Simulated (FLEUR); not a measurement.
# MnAu: parallel and opposed starts

A self-consistent run ends on one state, which hangs on the start. Several orders of MnAu are started in FLEUR and their energies compared.

Calculated with FLEUR MaX-R8.1; LDA (VWN); all-electron FLAPW, Dirac cores, scalar-relativistic bands.

### Step 1. Set-up

The structure is tetragonal, space group P4/mmm (No. 123). The conventional cell has a = 3.189 Å, b = 3.189 Å, c = 3.310 Å, α = 90.00°, β = 90.00°, γ = 90.00°. Mn has 8 Au at 2.80 Å nearest. Au has 8 Mn at 2.80 Å nearest. Farther neighbours are not listed.

Coordinates:

```xyz
2
Lattice="3.1887 0.0000 0.0000 0.0000 3.1887 0.0000 0.0000 0.0000 3.3099" Properties=species:S:1:pos:R:3 pbc="T T T"
Mn    1.5944    1.5944    1.6549
Au    0.0000    0.0000    0.0000
```

The cell comes from a database of computed structures and need not be the stable phase.

### Step 2. Order 1, typed as ferro +

The parallel start comes first: it shows whether parallel moments hold.

inpgen writes inp.xml from crystal.txt; cutoffs, mixing, functional, smearing and local orbitals are then set in the file. The k list default-1 (kpts.xml, not shown) is a Γ-centred 8×8×8 mesh; where the ranks do not divide the number of points, some are split in two of half the weight.

inp.xml

```
<?xml version="1.0" encoding="UTF-8" standalone="no"?>
<fleurInput fleurInputVersion="0.39">
   <comment>
      MnAu
   </comment>
   <calculationSetup>
      <cutoffs Kmax="3.6" Gmax="10.8" GmaxXC="10.8" numbands="0"/>
      <scfLoop itmax="90" minDistance="0.00002" maxIterBroyd="15" imix="Anderson" alpha="0.05" precondParam="0.0" spinf="2.0" sdNocoIR="T"/>
      <coreElectrons ctail="T" frcor="F" kcrel="0" coretail_lmax="0"/>
      <xcFunctional name="vwn" relativisticCorrections="F"/>
      <magnetism jspins="2"/>
      <soc l_soc="F" theta="0.0" phi="0.0" spav="F"/>
      <expertModes spex="0" secvar="F"/>
      <geometryOptimization l_f="F" forcealpha="1.0" forcemix="BFGS" epsdisp="0.00001" epsforce="0.00001"/>
      <ldaU l_linMix="F" mixParam="0.05" spinf="1.0"/>
   </calculationSetup>
   <cell>
      <bzIntegration valenceElectrons="32.0" mode="hist" fermiSmearingEnergy="0.00183747">
         <kPointListSelection listName="default-1"/>
         <xi:include xmlns:xi="http://www.w3.org/2001/XInclude" href="kpts.xml"> </xi:include>
      </bzIntegration>
      <xi:include xmlns:xi="http://www.w3.org/2001/XInclude" href="sym.xml"> </xi:include>
      <bulkLattice scale="1.0">
         <bravaisMatrix>
            <row-1>    6.0258169366651346     0.0000000000000000     0.0000000000000000</row-1>
            <row-2>    0.0000000000000000     6.0258169366651346     0.0000000000000000</row-2>
            <row-3>    0.0000000000000000     0.0000000000000000     6.2547345799469296</row-3>
         </bravaisMatrix>
      </bulkLattice>
   </cell>
   <atomSpecies>
      <species name="Manganese 3.501" element="Mn" atomicNumber="25">
         <mtSphere radius="2.58" gridPoints="853" logIncrement="0.014"/>
         <atomicCutoffs lmax="10" lnonsphr="8"/>
         <electronConfig flipSpins="F">
            <coreConfig>(1s1/2) (2s1/2) (2p1/2) (2p3/2)</coreConfig>
            <valenceConfig>(3s1/2) (3p1/2) (3p3/2) (4s1/2) (3d3/2) (3d5/2)</valenceConfig>
            <stateOccupation state="(3d3/2)" spinUp="1.2505" spinDown="0.7495"/>
            <stateOccupation state="(3d5/2)" spinUp="3.0" spinDown="0.0"/>
         </electronConfig>
         <energyParameters s="4" p="4" d="3" f="4"/>
         <lo type="SCLO" l="0" n="3" eDeriv="0"/>
         <lo type="SCLO" l="1" n="3" eDeriv="0"/>
      </species>
      <species name="Gold (Au)" element="Au" atomicNumber="79">
         <mtSphere radius="2.58" gridPoints="853" logIncrement="0.016"/>
         <atomicCutoffs lmax="10" lnonsphr="8"/>
         <electronConfig flipSpins="F">
            <coreConfig>(1s1/2) (2s1/2) (2p1/2) (2p3/2) (3s1/2) (3p1/2) (3p3/2) (4s1/2) (3d3/2) (3d5/2) (4p1/2) (4p3/2) (5s1/2) (4d3/2) (4d5/2) (4f5/2) (4f7/2)</coreConfig>
            <valenceConfig>(5p1/2) (5p3/2) (6s1/2) (5d3/2) (5d5/2)</valenceConfig>
            <stateOccupation state="(6s1/2)" spinUp="0.500000" spinDown="0.500000"/>
         </electronConfig>
         <energyParameters s="6" p="6" d="5" f="5"/>
         <lo type="SCLO" l="1" n="5" eDeriv="0"/>
      </species>
   </atomSpecies>
   <atomGroups>
      <atomGroup species="Manganese 3.501">
         <relPos label="                   1">1.000/2.000 1.000/2.000 1.000/2.000</relPos>
         <force calculate="T" relaxXYZ="TTT"/>
      </atomGroup>
      <atomGroup species="Gold (Au)">
         <relPos label="                   2">.0000000000 .0000000000 .0000000000</relPos>
         <force calculate="T" relaxXYZ="TTT"/>
      </atomGroup>
   </atomGroups>
   <output dos="F" band="F" slice="F">
      <bandDOS minEnergy="-.5*Htr" maxEnergy="0.5*Htr" sigma="0.015" storeEVData="T"/>
      <plotting iplot="0" polar="F">
         <plot TwoD="T" vec1="  1.0  0.0  0.0" vec2="  0.0  1.0  0.0" vec3="  0.0  0.0  1.0" zero="  0.0  0.0  0.0" file="plot"/>
      </plotting>
      <moessbauerParams electricFieldGradient="F" isomerShift="F" coreHyperfine="F" valenceHyperfine="F"/>
   </output>
</fleurInput>
```

crystal.txt

```
MnAu
&input film=F cartesian=F /
3.18872500000  0.00000000000  0.00000000000
0.00000000000  3.18872500000  0.00000000000
0.00000000000  0.00000000000  3.30986300000
1.8897261246
1.0 1.0 1.0

2
25 0.50000000000  0.50000000000  0.50000000000 : 3.501
79 0.00000000000  0.00000000000  0.00000000000

&kpt div1=8 div2=8 div3=8 gamma=T /
```

The run is started by

```bash
OMP_NUM_THREADS=1 inpgen -f crystal.txt > inpgen.log  # inp.xml is then edited as shown
OMP_NUM_THREADS=1 mpirun -n 2 fleur_MPI > fleur.log
```

Output:

```text
Welcome to FLEUR        (www.flapw.de)
      MaX-Release 8.1          (www.max-centre.eu)

 ========== k-point set info ==========
 Selected k-point list: default-1
 k-point list type: mesh
 0 x 0 x 0
 Number of k points: 76

 ------------Calculation Setup---------------------------
 Number of MPI-tasks      :            2
 Number of PE/node        :            2
 Number of OMP-threads    :            1
 k-points in parallel     :            2
 pe's per k-point         :            1
 No of k-point loops      :           38
 Eigenvalue solver        :       lapack
 Number of basis functions:          199
 Approximate size of matrices (H+S) per k-point:         0.001 GB
 --------------------------------------------------------
 Iteration:     1   Distance:      24.51624624 me/bohr^3
 Iteration:     2   Distance:      15.81602761 me/bohr^3
 Iteration:     3   Distance:       9.38971324 me/bohr^3
 Iteration:     4   Distance:       7.09777609 me/bohr^3
 Iteration:     5   Distance:       5.46391080 me/bohr^3
 Iteration:     6   Distance:       4.59745133 me/bohr^3
 Iteration:     7   Distance:       2.00097211 me/bohr^3
 Iteration:     8   Distance:       2.25026331 me/bohr^3
 Iteration:     9   Distance:       0.71149955 me/bohr^3
 Iteration:    10   Distance:       0.78640265 me/bohr^3
 Iteration:    11   Distance:       0.20805278 me/bohr^3
 Iteration:    12   Distance:       0.13268527 me/bohr^3
 Iteration:    13   Distance:       0.00885944 me/bohr^3
 Iteration:    14   Distance:       0.00876280 me/bohr^3
 Iteration:    15   Distance:       0.00163699 me/bohr^3
 Iteration:    16   Distance:       0.00161151 me/bohr^3
 Iteration:    17   Distance:       0.00150720 me/bohr^3
 Iteration:    18   Distance:       0.00043368 me/bohr^3
 Iteration:    19   Distance:       0.00018264 me/bohr^3
 Iteration:    20   Distance:       0.00005950 me/bohr^3
 Iteration:    21   Distance:       0.00008189 me/bohr^3
 Iteration:    22   Distance:       0.00002805 me/bohr^3
 Iteration:    23   Distance:       0.00000928 me/bohr^3

 ********************************************************************
 Run finished successfully
 Stop message:
   all done
 ********************************************************************

--- out.xml (last complete iteration) ---
<iteration numberForCurrentRun="   23" overallNumber="   23">
         [... left out ...]
         <bandgap value="0.0047045584" units="eV"/>
         <sumValenceSingleParticleEnergies value="-21.3389314035" units="Htr"/>
         <FermiEnergy value="0.3174805051" units="Htr"/>
         <valenceDensity>
            <mtCharges spin="1">
               <mtCharge atomType="1" total="8.9626191" s="1.2074294" p="3.2033415" d="4.5264075" f="0.0184721"/>
               <mtCharge atomType="2" total="7.9014877" s="0.3104839" p="3.1786100" d="4.3915549" f="0.0160644"/>
            </mtCharges>
            <mtCharges spin="2">
               <mtCharge atomType="1" total="5.0576129" s="1.1863220" p="3.1872436" d="0.6605063" f="0.0171350"/>
               <mtCharge atomType="2" total="7.8269963" s="0.3592307" p="3.2008621" d="4.2589861" f="0.0061560"/>
            </mtCharges>
            <spinDependentCharge spin="1" total="18.0168376" interstitial="1.1527309" mtSpheres="16.8641068"/>
            <spinDependentCharge spin="2" total="13.9831624" interstitial="1.0985532" mtSpheres="12.8846092"/>
            <totalCharge value="32.0000000000"/>
         </valenceDensity>
         [... left out ...]
         <allElectronCharges>
            <spinDependentCharge spin="1" total="54.0168376" interstitial="1.1529293" mtSpheres="52.8639083"/>
            <spinDependentCharge spin="2" total="49.9831624" interstitial="1.0987521" mtSpheres="48.8844103"/>
            <totalCharge value="103.9999999845"/>
         </allElectronCharges>
         <magneticMomentsInMTSpheres units="muBohr">
            <globalMagMoment atomType="1" vec="0.00000   0.00000   3.90501"/>
            <localMagMoment atomType="1" vec="0.00000   0.00000   3.90501"/>
            <globalMagMoment atomType="2" vec="0.00000   0.00000   0.07449"/>
            <localMagMoment atomType="2" vec="0.00000   0.00000   0.07449"/>
         </magneticMomentsInMTSpheres>
         <moessbauerParams unitsHFF="kG" unitsIS="e/bohr^3" unitsEFG="Htr/bohr^2">
         </moessbauerParams>
         <totalEnergy value="   -20193.9696468878" units="Htr">
            <sumOfEigenvalues value="   -12381.3900658345">
               <coreElectrons value="-12360.0511344309"/>
               <valenceElectrons value="-21.3389314035"/>
            </sumOfEigenvalues>
            <densityCoulombPotentialIntegral value="-34884.1822534321"/>
            <densityEffectivePotentialIntegral value="-35421.7665070468"/>
            <chargeDenXCDenIntegral value="-405.0900235652"/>
            <FockExchangeEnergyValence value="0.0000000000"/>
            <FockExchangeEnergyCore value="0.0000000000"/>
            <atomTypeDependentContributions atomType="1">
               <electronNucleiInteractionDifferentMTs value="1380.1361690124"/>
               <MadelungTerm value="-8.9643207305"/>
            </atomTypeDependentContributions>
            <atomTypeDependentContributions atomType="2">
               <electronNucleiInteractionDifferentMTs value="23965.3615453161"/>
               <MadelungTerm value="-32.7029027599"/>
            </atomTypeDependentContributions>
            <tkbTimesEntropy value="0.0003967885"/>
            <freeEnergy value="-20193.9700436763"/>
            <extrapolationTo0K value="-20193.9698452821"/>
         </totalEnergy>
         <densityConvergence units="me/bohr^3">
            <chargeDensity spin="1" distance="0.0000042823"/>
            <chargeDensity spin="2" distance="0.0000053417"/>
            <overallChargeDensity distance="0.0000027689"/>
            <spinDensity distance="0.0000092778"/>
         </densityConvergence>
      </iteration>
```

Elapsed: 39 s, on 2 MPI ranks of Arm Neoverse V1, shared host; peak memory 0.13 GiB.

Numbers from this step:

```yaml
free_energy: -549505.9187 eV
program_s_band_gap_on_this_mesh_in_a_metal_only_a_level_spacing: 0.004705 eV
magnetization: 4.034 μB
final_state: ferromagnetic
largest_moment: 3.905 μB
```

After 23 cycles the largest moment stands at 3.91 μB.

### Step 3. Order 2, typed as antiferro q=(1/2,1/2,0) +-

Reversing part of the moments tests the sign of the couplings between them.

This order needs a doubled cell of 4 atoms. The mesh is halved along the doubled vector, so that both cells sample the same points. The k list default-1 (kpts.xml, not shown) is a Γ-centred 4×8×8 mesh.

Edit inp.xml of step 2 so:

```diff
@@ -17,3 +17,3 @@
    <cell>
-      <bzIntegration valenceElectrons="32.0" mode="hist" fermiSmearingEnergy="0.00183747">
+      <bzIntegration valenceElectrons="64.0" mode="hist" fermiSmearingEnergy="0.00183747">
          <kPointListSelection listName="default-1"/>
@@ -24,4 +24,4 @@
          <bravaisMatrix>
-            <row-1>    6.0258169366651346     0.0000000000000000     0.0000000000000000</row-1>
-            <row-2>    0.0000000000000000     6.0258169366651346     0.0000000000000000</row-2>
+            <row-1>   12.0516338733302693     0.0000000000000000     0.0000000000000000</row-1>
+            <row-2>    6.0258169366651346     6.0258169366651346     0.0000000000000000</row-2>
             <row-3>    0.0000000000000000     0.0000000000000000     6.2547345799469296</row-3>
@@ -39,2 +39,15 @@
             <stateOccupation state="(3d5/2)" spinUp="3.0" spinDown="0.0"/>
+         </electronConfig>
+         <energyParameters s="4" p="4" d="3" f="4"/>
+         <lo type="SCLO" l="0" n="3" eDeriv="0"/>
+         <lo type="SCLO" l="1" n="3" eDeriv="0"/>
+      </species>
+      <species name="Manganese -3.501" element="Mn" atomicNumber="25">
+         <mtSphere radius="2.58" gridPoints="853" logIncrement="0.014"/>
+         <atomicCutoffs lmax="10" lnonsphr="8"/>
+         <electronConfig flipSpins="F">
+            <coreConfig>(1s1/2) (2s1/2) (2p1/2) (2p3/2)</coreConfig>
+            <valenceConfig>(3s1/2) (3p1/2) (3p3/2) (4s1/2) (3d3/2) (3d5/2)</valenceConfig>
+            <stateOccupation state="(3d3/2)" spinUp="0.7495" spinDown="1.2505"/>
+            <stateOccupation state="(3d5/2)" spinUp="0.0" spinDown="3.0"/>
          </electronConfig>
@@ -58,3 +71,7 @@
       <atomGroup species="Manganese 3.501">
-         <relPos label="                   1">1.000/2.000 1.000/2.000 1.000/2.000</relPos>
+         <relPos label="                   1">.0000000000 1.000/2.000 1.000/2.000</relPos>
+         <force calculate="T" relaxXYZ="TTT"/>
+      </atomGroup>
+      <atomGroup species="Manganese -3.501">
+         <relPos label="                   2">1.000/2.000 1.000/2.000 1.000/2.000</relPos>
          <force calculate="T" relaxXYZ="TTT"/>
@@ -62,3 +79,4 @@
       <atomGroup species="Gold (Au)">
-         <relPos label="                   2">.0000000000 .0000000000 .0000000000</relPos>
+         <relPos label="                   3">.0000000000 .0000000000 .0000000000</relPos>
+         <relPos label="                   4">1.000/2.000 .0000000000 .0000000000</relPos>
          <force calculate="T" relaxXYZ="TTT"/>
```

crystal.txt

```
MnAu
&input film=F cartesian=F /
6.37745000000  0.00000000000  0.00000000000
3.18872500000  3.18872500000  0.00000000000
0.00000000000  0.00000000000  3.30986300000
1.8897261246
1.0 1.0 1.0

4
25 0.00000000000  0.50000000000  0.50000000000 : 3.501
25 0.50000000000  0.50000000000  0.50000000000 : -3.501
79 0.00000000000  0.00000000000  0.00000000000
79 0.50000000000  0.00000000000  0.00000000000

&kpt div1=4 div2=8 div3=8 gamma=T /
```

Output:

```text
[banner, memory and clock lines left out]
Welcome to FLEUR        (www.flapw.de)
      MaX-Release 8.1          (www.max-centre.eu)

 ========== k-point set info ==========
 Selected k-point list: default-1
 k-point list type: mesh
 0 x 0 x 0
 Number of k points: 66

 ------------Calculation Setup---------------------------
 Number of PE/node        :            2
 Number of OMP-threads    :            1
 k-points in parallel     :            2
 pe's per k-point         :            1
 No of k-point loops      :           33
 Eigenvalue solver        :       lapack
 Number of basis functions:          394
 Approximate size of matrices (H+S) per k-point:         0.002 GB
 Iteration:     1   Distance:      24.44117109 me/bohr^3
 Iteration:     2   Distance:      15.87235255 me/bohr^3
 Iteration:     3   Distance:       9.67611065 me/bohr^3
 Iteration:     4   Distance:       6.75368470 me/bohr^3
 Iteration:     5   Distance:       5.24395735 me/bohr^3
 Iteration:     6   Distance:       4.29591582 me/bohr^3
 Iteration:     7   Distance:       2.18579631 me/bohr^3
 Iteration:     8   Distance:       1.92053189 me/bohr^3
 Iteration:     9   Distance:       0.64215686 me/bohr^3
 Iteration:    10   Distance:       0.69212194 me/bohr^3
 Iteration:    11   Distance:       0.09386122 me/bohr^3
 Iteration:    12   Distance:       0.06744253 me/bohr^3
 Iteration:    13   Distance:       0.02735962 me/bohr^3
 Iteration:    14   Distance:       0.01849209 me/bohr^3
 Iteration:    15   Distance:       0.00441327 me/bohr^3
 Iteration:    16   Distance:       0.00425309 me/bohr^3
 Iteration:    17   Distance:       0.00369507 me/bohr^3
 Iteration:    18   Distance:       0.00174517 me/bohr^3
 Iteration:    19   Distance:       0.00046008 me/bohr^3
 Iteration:    20   Distance:       0.00023573 me/bohr^3
 Iteration:    21   Distance:       0.00038100 me/bohr^3
 Iteration:    22   Distance:       0.00004985 me/bohr^3
 Iteration:    23   Distance:       0.00001854 me/bohr^3

 ********************************************************************
 Run finished successfully
 Stop message:
   all done
 ********************************************************************

--- out.xml (last complete iteration) ---
<iteration numberForCurrentRun="   23" overallNumber="   23">
         [... left out ...]
         <bandgap value="0.0000000401" units="eV"/>
         <sumValenceSingleParticleEnergies value="-42.7385018311" units="Htr"/>
         <FermiEnergy value="0.3204916493" units="Htr"/>
         <valenceDensity>
            <mtCharges spin="1">
               <mtCharge atomType="1" total="8.9697017" s="1.2094898" p="3.2217424" d="4.5135914" f="0.0182357"/>
               <mtCharge atomType="2" total="5.0436501" s="1.1826446" p="3.1798118" d="0.6568957" f="0.0175846"/>
               <mtCharge atomType="3" total="7.8641919" s="0.3402191" p="3.1868877" d="4.3219692" f="0.0118427"/>
            </mtCharges>
            <mtCharges spin="2">
               <mtCharge atomType="1" total="5.0436498" s="1.1826446" p="3.1798118" d="0.6568954" f="0.0175846"/>
               <mtCharge atomType="2" total="8.9697018" s="1.2094898" p="3.2217424" d="4.5135915" f="0.0182357"/>
               <mtCharge atomType="3" total="7.8641919" s="0.3402191" p="3.1868877" d="4.3219692" f="0.0118427"/>
            </mtCharges>
            <spinDependentCharge spin="1" total="32.0000001" interstitial="2.2582645" mtSpheres="29.7417357"/>
            <spinDependentCharge spin="2" total="31.9999999" interstitial="2.2582644" mtSpheres="29.7417355"/>
            <totalCharge value="64.0000000000"/>
         </valenceDensity>
         [... left out ...]
         <magneticMomentsInMTSpheres units="muBohr">
            <globalMagMoment atomType="1" vec="0.00000   0.00000   3.92605"/>
            <localMagMoment atomType="1" vec="0.00000   0.00000   3.92605"/>
            <globalMagMoment atomType="2" vec="0.00000   0.00000  -3.92605"/>
            <localMagMoment atomType="2" vec="0.00000   0.00000  -3.92605"/>
            <globalMagMoment atomType="3" vec="0.00000   0.00000   0.00000"/>
            <localMagMoment atomType="3" vec="0.00000   0.00000   0.00000"/>
         </magneticMomentsInMTSpheres>
         [... left out ...]
         <totalEnergy value="   -40387.9332425983" units="Htr">
            <sumOfEigenvalues value="   -24762.9501998184">
               <coreElectrons value="-24720.2116979873"/>
               <valenceElectrons value="-42.7385018311"/>
            </sumOfEigenvalues>
            <densityCoulombPotentialIntegral value="-69768.5523716787"/>
            <densityEffectivePotentialIntegral value="-70843.7078237922"/>
            <chargeDenXCDenIntegral value="-810.1701273031"/>
            <FockExchangeEnergyValence value="0.0000000000"/>
            <FockExchangeEnergyCore value="0.0000000000"/>
         [... left out ...]
            <tkbTimesEntropy value="0.0011987663"/>
            <freeEnergy value="-40387.9344413645"/>
            <extrapolationTo0K value="-40387.9338419814"/>
         </totalEnergy>
         <densityConvergence units="me/bohr^3">
            <chargeDensity spin="1" distance="0.0000098593"/>
            <chargeDensity spin="2" distance="0.0000132285"/>
            <overallChargeDensity distance="0.0000141596"/>
            <spinDensity distance="0.0000185446"/>
         </densityConvergence>
      </iteration>
```

Wall time 2.8 min (2 MPI ranks); peak memory 0.21 GiB.

Spin moment in the muffin-tin sphere by atom:

```
atom  spin moment in the muffin-tin sphere (μB)
 Mn1                                       3.93
 Mn2                                      -3.93
 Au3                                       0.00
 Au4                                       0.00
```

Read from the output:

```yaml
free_energy: -1099011.6838 eV
program_s_band_gap_on_this_mesh_in_a_metal_only_a_level_spacing: 4.01e-8 eV
magnetization: 0 μB
final_state: antiferromagnetic
```

It lies 76.8 meV a seeded atom over the first start, and its largest moment is 3.93 μB against 3.91 μB.

[end of part 1 of 3]

[Logs and program files are shortened in this print: banners, set-up blocks, solver, clock and traceback lines can be left out without a mark of their own.]

[Logs are printed without paths, hosts, clocks, repeated set-up lines and the standing remarks that a program may print on its own settings, such as how far it seeks lower states.]

[Hosts, paths, dates, database ids (printed as entryN), source tags and the programs' standing remarks are cut or masked in the printed files.]

[Where a cell is said to come from a database of computed structures, the database is the Materials Project.]
